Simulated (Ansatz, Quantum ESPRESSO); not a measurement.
# Pm3Si (Pm-3m): zone-centre phonons, part 2 of 3

Which modes does Pm3Si (Pm-3m) have at the zone centre?

Quantum ESPRESSO 7.5; DFT PBEsol, scalar-relativistic, plane waves, PseudoDojo norm-conserving, 4f in core pseudopotentials.

So far. Step 2 (A first look): No gap opens on this mesh, so smearing is kept; the start stands at -2.7 GPa. Step 4 (Self-consistent run for the response): The cell stands at -0.027 GPa, close enough for phonons. The relaxed cell has a = 4.660 Å (conventional setting).

## 5. Zone-centre response

At q = 0 one unit cell holds all displacements; symmetry groups them into irreducible representations that are solved one by one. With smeared occupations no response to a homogeneous field can be asked.

ph.in

```
phonons
&INPUTPH
  prefix       = 'x'
  outdir       = './tmp'
  fildyn       = 'g.dyn'
  tr2_ph       = 1.0d-18
  alpha_mix(1) = 0.4
  nmix_ph      = 8
/
0.000000000 0.000000000 0.000000000
```

On the command line:

```sh
> OMP_NUM_THREADS=1 mpirun -n 4 ph.x -nk 4 -in ph.in > ph.out
```

Output:

```text
[banners, grids, parts of the stress and lines that vanish by symmetry left out]
[banner, memory and clock lines left out]
Program PHONON v.7.5

     ./tmp/x.save/

     IMPORTANT: XC functional enforced from input :
     Exchange-correlation= PBESOL
                           (   1   4  10   8   0   0   0)
     Any further DFT definition will be discarded
     Please, verify this is what you really want

     G-vector sticks info

     Reading collected, re-writing distributed wavefunctions in ./tmp/

     Number and degeneracy of irreps per q-point
       N         xq(1)         xq(2)         xq(3)   N irreps
       1   0.000000000   0.000000000   0.000000000       4
        3   3   3   3

     Calculation of q =    0.0000000   0.0000000   0.0000000

     phonons

     bravais-lattice index     =            1
     lattice parameter (alat)  =       8.8055  a.u.
     unit-cell volume          =     682.7534 (a.u.)^3
     number of atoms/cell      =            4
     number of atomic types    =            2
     kinetic-energy cut-off    =      44.0000  Ry
     charge density cut-off    =     176.0000  Ry
     convergence threshold     =      1.0E-18
     beta                      =       0.4000
     number of iterations used =            8
     Exchange-correlation= PBESOL
                           (   1   4  10   8   0   0   0)

     celldm(1)=    8.80551  celldm(2)=    0.00000  celldm(3)=    0.00000
     celldm(4)=    0.00000  celldm(5)=    0.00000  celldm(6)=    0.00000

     crystal axes: (cart. coord. in units of alat)
               a(1) = (  1.0000  0.0000  0.0000 )
               a(2) = (  0.0000  1.0000  0.0000 )
               a(3) = (  0.0000  0.0000  1.0000 )

     reciprocal axes: (cart. coord. in units 2 pi/alat)
               b(1) = (  1.0000  0.0000  0.0000 )
               b(2) = (  0.0000  1.0000  0.0000 )
               b(3) = (  0.0000  0.0000  1.0000 )

     Atoms inside the unit cell:

     Cartesian axes

     site n.  atom      mass           positions (alat units)
        1  Pm    144.9128   tau(    1) = (    0.00000    0.50000    0.50000  )
        2  Pm    144.9128   tau(    2) = (    0.50000    0.00000    0.50000  )
        3  Pm    144.9128   tau(    3) = (    0.50000    0.50000    0.00000  )
        4  Si     28.0850   tau(    4) = (    0.00000    0.00000    0.00000  )

     Computing dynamical matrix for
                    q = (   0.0000000   0.0000000   0.0000000 )

     49 Sym.Ops. (with q -> -q+G )

     G cutoff =  345.6704  (  26961 G-vectors)     FFT grid: ( 40, 40, 40)

     number of k points=    35  Marzari-Vanderbilt smearing, width (Ry)=  0.0200
                       cart. coord. in units 2pi/alat
        k(    1) = (   0.0000000   0.0000000   0.0000000), wk =   0.0039062
        k(    2) = (   0.0000000   0.0000000   0.1250000), wk =   0.0234375
        k(    3) = (   0.0000000   0.0000000   0.2500000), wk =   0.0234375
        [... further k-points left out ...]

     PseudoPot. # 1 for Pm read from file:
     ./pseudo/Pm.upf
     Pseudo is Norm-conserving + core correction, Zval = 11.0
     Using radial grid of 1734 points,  7 beta functions with:
                l(1) =   0
                l(2) =   0
                l(3) =   1
                l(4) =   1
                l(5) =   2
                l(6) =   2
                l(7) =   3

     PseudoPot. # 2 for Si read from file:
     ./pseudo/Si.upf
     Pseudo is Norm-conserving + core correction, Zval =  4.0
     Using radial grid of 1510 points,  6 beta functions with:
                l(1) =   0
                l(2) =   0
                l(3) =   1
                l(4) =   1
                l(5) =   2
                l(6) =   2

     Mode symmetry, O_h (m-3m)  point group:

     Atomic displacements:
     There are    4 irreducible representations

     Representation     1      3 modes -  To be done

     Representation     2      3 modes -  To be done

     Representation     3      3 modes -  To be done

     Representation     4      3 modes -  To be done

     Alpha used in Ewald sum =   1.6000

     Representation #   1 modes #   1   2   3

     Self-consistent Calculation
      thresh= 1.000E-02 alpha_mix =  0.400 |ddv_scf|^2 =  2.911E-06
      thresh= 1.706E-04 alpha_mix =  0.400 |ddv_scf|^2 =  1.673E-07
      thresh= 4.090E-05 alpha_mix =  0.400 |ddv_scf|^2 =  1.070E-09
      thresh= 3.271E-06 alpha_mix =  0.400 |ddv_scf|^2 =  7.677E-11
      thresh= 8.762E-07 alpha_mix =  0.400 |ddv_scf|^2 =  2.029E-12
      thresh= 1.424E-07 alpha_mix =  0.400 |ddv_scf|^2 =  1.269E-13
      thresh= 3.562E-08 alpha_mix =  0.400 |ddv_scf|^2 =  8.071E-15
      thresh= 8.984E-09 alpha_mix =  0.400 |ddv_scf|^2 =  3.799E-16
      thresh= 1.949E-09 alpha_mix =  0.400 |ddv_scf|^2 =  5.035E-18
      thresh= 2.244E-10 alpha_mix =  0.400 |ddv_scf|^2 =  9.860E-19

     End of self-consistent calculation

     Convergence has been achieved

     Representation #   2 modes #   4   5   6

     Self-consistent Calculation
      thresh= 1.000E-02 alpha_mix =  0.400 |ddv_scf|^2 =  9.561E-08
      thresh= 3.092E-05 alpha_mix =  0.400 |ddv_scf|^2 =  5.160E-09
      thresh= 7.183E-06 alpha_mix =  0.400 |ddv_scf|^2 =  1.941E-10
      thresh= 1.393E-06 alpha_mix =  0.400 |ddv_scf|^2 =  1.563E-11
[...]
End of self-consistent calculation

     Convergence has been achieved

     Representation #   3 modes #   7   8   9

     Self-consistent Calculation
[...]
End of self-consistent calculation

     Convergence has been achieved

     Representation #   4 modes #  10  11  12

     Self-consistent Calculation
[...]
thresh= 1.337E-05 alpha_mix =  0.400 |ddv_scf|^2 =  3.630E-10
      thresh= 1.905E-06 alpha_mix =  0.400 |ddv_scf|^2 =  4.468E-12
      thresh= 2.114E-07 alpha_mix =  0.400 |ddv_scf|^2 =  4.194E-13
      thresh= 6.476E-08 alpha_mix =  0.400 |ddv_scf|^2 =  4.371E-15
      thresh= 6.612E-09 alpha_mix =  0.400 |ddv_scf|^2 =  2.372E-17
      thresh= 4.870E-10 alpha_mix =  0.400 |ddv_scf|^2 =  5.646E-18
      thresh= 2.376E-10 alpha_mix =  0.400 |ddv_scf|^2 =  1.826E-20

     End of self-consistent calculation

     Convergence has been achieved

     Number of q in the star =    1
     List of q in the star:
          1   0.000000000   0.000000000   0.000000000

     Diagonalizing the dynamical matrix

     q = (    0.000000000   0.000000000   0.000000000 )

 **************************************************************************
     freq (    1) =      -0.131479 [THz] =      -4.385683 [cm-1]
     freq (    2) =      -0.131479 [THz] =      -4.385683 [cm-1]
     freq (    3) =      -0.131479 [THz] =      -4.385683 [cm-1]
     freq (    4) =       2.472940 [THz] =      82.488384 [cm-1]
     freq (    5) =       2.472940 [THz] =      82.488384 [cm-1]
     freq (    6) =       2.472940 [THz] =      82.488384 [cm-1]
     freq (    7) =       4.204634 [THz] =     140.251498 [cm-1]
     freq (    8) =       4.204634 [THz] =     140.251498 [cm-1]
     freq (    9) =       4.204634 [THz] =     140.251498 [cm-1]
     freq (   10) =       4.841434 [THz] =     161.492856 [cm-1]
     freq (   11) =       4.841434 [THz] =     161.492856 [cm-1]
     freq (   12) =       4.841434 [THz] =     161.492856 [cm-1]
 **************************************************************************

     Mode symmetry, O_h (m-3m)  point group:

     freq (   1-   3) =         -4.4  [cm-1]   --> T_1u G_15  G_4- I
     freq (   4-   6) =         82.5  [cm-1]   --> T_2u G_25  G_5-
     freq (   7-   9) =        140.3  [cm-1]   --> T_1u G_15  G_4- I
     freq (  10-  12) =        161.5  [cm-1]   --> T_1u G_15  G_4- I
```

The job ended after 5.4 min (4 MPI ranks of Arm Neoverse V2, shared host).

This step gave:

```
largest acoustic frequency at the zone centre before the sum rule : -4.39 cm⁻¹
highest optical zone-centre mode (no LO-TO term)                  : 161.5 cm⁻¹
lowest optical zone-centre mode                                   : 82.49 cm⁻¹
```

The acoustic modes at Γ come out as far as 4.4 cm⁻¹ from zero, where they should vanish, a small numerical error.

## 6. Modes with the sum rule

A rigid shift of the crystal must cost nothing, but grids and finite bases break this; the acoustic sum rule is imposed before the matrix is diagonalised again.

dynmat.in

```
&INPUT
  fildyn = 'g.dyn'
  asr    = 'simple'
  fileig = 'dynmat.eig'
/
```

On the command line:

```sh
> dynmat.x -in dynmat.in > dynmat.out
```

Output:

```text
[banner, memory and clock lines left out]
Program DYNMAT v.7.5

     Reading Dynamical Matrix from file g.dyn
     ...Force constants read
     ...epsilon and Z* not read (not found on file)
     A direction for q was not specified:TO-LO splitting will be absent

     Polarizability (A^3 units)
     multiply by 1.000000 for Clausius-Mossotti correction
         0.000000    0.000000    0.000000
         0.000000    0.000000    0.000000
         0.000000    0.000000    0.000000

     IR activities are in (D/A)^2/amu units

# mode   [cm-1]    [THz]      IR
    1     -0.00   -0.0000    0.0000
    2     -0.00   -0.0000    0.0000
    3     -0.00   -0.0000    0.0000
    4     82.61    2.4765    0.0000
    5     82.61    2.4765    0.0000
    6     82.61    2.4765    0.0000
    7    140.32    4.2067    0.0000
    8    140.32    4.2067    0.0000
    9    140.32    4.2067    0.0000
   10    161.55    4.8431    0.0000
   11    161.55    4.8431    0.0000
   12    161.55    4.8431    0.0000

[end of the log left out, with the tail of the file of modes that dynmat.x writes under the same name]
```

The job ended after 0.47 s (1 thread).

Read from the output:

| Property | Result |
| --- | --- |
| highest optical zone-centre mode (no LO-TO term) | 161.6 cm⁻¹ |
| lowest optical zone-centre mode | 82.61 cm⁻¹ |

Unit eigenvectors of the mass-weighted matrix after the sum rule; no LO-TO term. The modes at Γ (shares of kinetic energy by element, %):

| mode | frequency (cm⁻¹) | symmetry | Pm % | Si % |
| --- | --- | --- | --- | --- |
| 1 | 0.0 | acoustic | 94 | 6 |
| 2 | 0.0 | acoustic | 94 | 6 |
| 3 | 0.0 | acoustic | 94 | 6 |
| 4 | 82.6 | T2u | 100 | 0 |
| 5 | 82.6 | T2u | 100 | 0 |
| 6 | 82.6 | T2u | 100 | 0 |
| 7 | 140.3 | T1u | 86 | 14 |
| 8 | 140.3 | T1u | 86 | 14 |
| 9 | 140.3 | T1u | 86 | 14 |
| 10 | 161.6 | T1u | 20 | 80 |
| 11 | 161.6 | T1u | 20 | 80 |
| 12 | 161.6 | T1u | 20 | 80 |

Displacements in mode 4 (82.6 cm⁻¹), the largest set to 1:
```
Pm1  0.00  0.10  1.00
Pm2  0.24  0.00 -1.00
Pm3 -0.24 -0.10  0.00
Si4  0.00  0.00  0.00
```

Displacements in mode 9 (140.3 cm⁻¹), the largest set to 1:
```
Pm1 -0.01  0.01 -0.51
Pm2  0.01 -0.01 -0.51
Pm3  0.01  0.01  0.83
Si4 -0.02 -0.01  1.00
```

The rule moves no optical mode by more than 0.2 cm⁻¹.

## 7. Sum rules set otherwise: a sum rule for molecules or wires on a crystal

This rule also removes rotations, which suits molecules and not a crystal; it is tried to see the harm.

dynmat.in

```
&INPUT
  fildyn = 'g.dyn'
  asr    = 'zero-dim'
  fileig = 'dynmat.eig'
/
```

On the command line:

```sh
> dynmat.x -in dynmat.in > dynmat.out
```

Output:

```text
[banner, memory and clock lines left out]
Program DYNMAT v.7.5

     Reading Dynamical Matrix from file g.dyn
     ...Force constants read
     ...epsilon and Z* not read (not found on file)
     Acoustic Sum Rule: || Z*(ASR) - Z*(orig)|| =    0.000000E+00
     Acoustic Sum Rule: ||dyn(ASR) - dyn(orig)||=    2.330774E-01
     A direction for q was not specified:TO-LO splitting will be absent

     Polarizability (A^3 units)
     multiply by 1.000000 for Clausius-Mossotti correction
         0.000000    0.000000    0.000000
         0.000000    0.000000    0.000000
         0.000000    0.000000    0.000000

     IR activities are in (D/A)^2/amu units

# mode   [cm-1]    [THz]      IR
    1     -0.00   -0.0000    0.0000
    2     -0.00   -0.0000    0.0000
    3     -0.00   -0.0000    0.0000
    4      0.00    0.0000    0.0000
    5      0.00    0.0000    0.0000
    6      0.00    0.0000    0.0000
    7    100.47    3.0120    0.0000
    8    100.47    3.0120    0.0000
    9    140.24    4.2044    0.0000
   10    161.46    4.8404    0.0000
   11    164.14    4.9208    0.0000
   12    164.14    4.9208    0.0000

[end of the log left out, with the tail of the file of modes that dynmat.x writes under the same name]
```

It took 0.47 s on 1 thread.

The program raised no error, yet the settings are not those of a careful run.

The fault: a sum rule for molecules or wires on a crystal; 3 optical modes are projected out to zero frequency, as if they were rotations.

For a crystal the rule has to be 'simple' or 'crystal'.

Zone-centre frequencies as printed; negative means imaginary. Modes:

```csv
mode,frequency (cm⁻¹)
1,0
2,0
3,0
4,0
5,0
6,0
7,100.5
8,100.5
9,140.2
10,161.5
11,164.1
12,164.1
```

## 8. Sum rules set otherwise (asr no)

Without the rule the raw error of the acoustic modes shows.

dynmat.in

```
&INPUT
  fildyn = 'g.dyn'
  asr    = 'no'
  fileig = 'dynmat.eig'
/
```

On the command line:

```sh
> dynmat.x -in dynmat.in > dynmat.out
```

Output:

```text
[banner, memory and clock lines left out]
Program DYNMAT v.7.5

     Reading Dynamical Matrix from file g.dyn
     ...Force constants read
     ...epsilon and Z* not read (not found on file)
     A direction for q was not specified:TO-LO splitting will be absent

     Polarizability (A^3 units)
     multiply by 1.000000 for Clausius-Mossotti correction
         0.000000    0.000000    0.000000
         0.000000    0.000000    0.000000
         0.000000    0.000000    0.000000

     IR activities are in (D/A)^2/amu units

# mode   [cm-1]    [THz]      IR
    1     -4.39   -0.1315    0.0000
    2     -4.39   -0.1315    0.0000
    3     -4.39   -0.1315    0.0000
    4     82.49    2.4729    0.0000
    5     82.49    2.4729    0.0000
    6     82.49    2.4729    0.0000
    7    140.25    4.2046    0.0000
    8    140.25    4.2046    0.0000
    9    140.25    4.2046    0.0000
   10    161.49    4.8414    0.0000
   11    161.49    4.8414    0.0000
   12    161.49    4.8414    0.0000

[end of the log left out, with the tail of the file of modes that dynmat.x writes under the same name]
```

It took 0.47 s on 1 thread.

Read from the output:

```yaml
highest_optical_zone_centre_mode_no_lo_to_term: 161.5 cm⁻¹
lowest_optical_zone_centre_mode: 82.49 cm⁻¹
```

Zone-centre frequencies as printed; negative means imaginary. Modes:

| mode | frequency (cm⁻¹) |
| --- | --- |
| 1 | -4.39 |
| 2 | -4.39 |
| 3 | -4.39 |
| 4 | 82.49 |
| 5 | 82.49 |
| 6 | 82.49 |
| 7 | 140.2 |
| 8 | 140.2 |
| 9 | 140.2 |
| 10 | 161.5 |
| 11 | 161.5 |
| 12 | 161.5 |

Against the first rule no mode moves by more than 4.4 cm⁻¹.

[end of part 2 of 3]

[Host names and launcher messages were left out of these logs when they were recorded.]

[Logs are printed without paths, hosts, clocks, repeated set-up lines and the standing remarks that a program may print on its own settings, such as how far it seeks lower states.]

[Hosts, paths, dates, database ids (printed as entryN), source tags and the programs' standing remarks are cut or masked in the printed files.]
